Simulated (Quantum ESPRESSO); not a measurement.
# Voltage at the next charge: Pt(100), 5 layers against an electrode

Method. Quantum ESPRESSO 7.5, PBE, GBRV ultrasoft; ESM with bc3, a metal electrode 6.96 Å above the top atoms; cell area 7.683 Å²; ions fixed. V is the potential energy of an electron at the electrode over the slab's Fermi level, divided by e, so that it equals the work function at zero charge; positive charge removes electrons.

| charge (e a cell) | V (V) |
| --- | --- |
| 0 | 5.713 |
| 0.0115 | 7.190 |
| 0.023 | 8.676 |

One more run was made and is withheld. What is V at a charge of 0.0461 e, and what capacitance do the rows imply?

**Fit.** The last two rows give dV/dq = (8.676 − 7.190)/(0.023 − 0.0115) = 129.2 V/e, so C = 1602/(7.683 × 129.2) = 1.61 µF/cm², an effective gap of 8.854/1.61 = 5.49 Å. At constant C, V = 8.676 + 129.2 × 0.0231 = 11.66 V.

**The withheld run.** V = 11.685 V; the estimate misses by −0.02 V, 0.8 % of the step. Over the three intervals C goes 1.62, 1.61 and 1.60 µF/cm².

Caveats: Vacuum fills the gap; a dielectric or electrolyte would change C. The slab is thin.
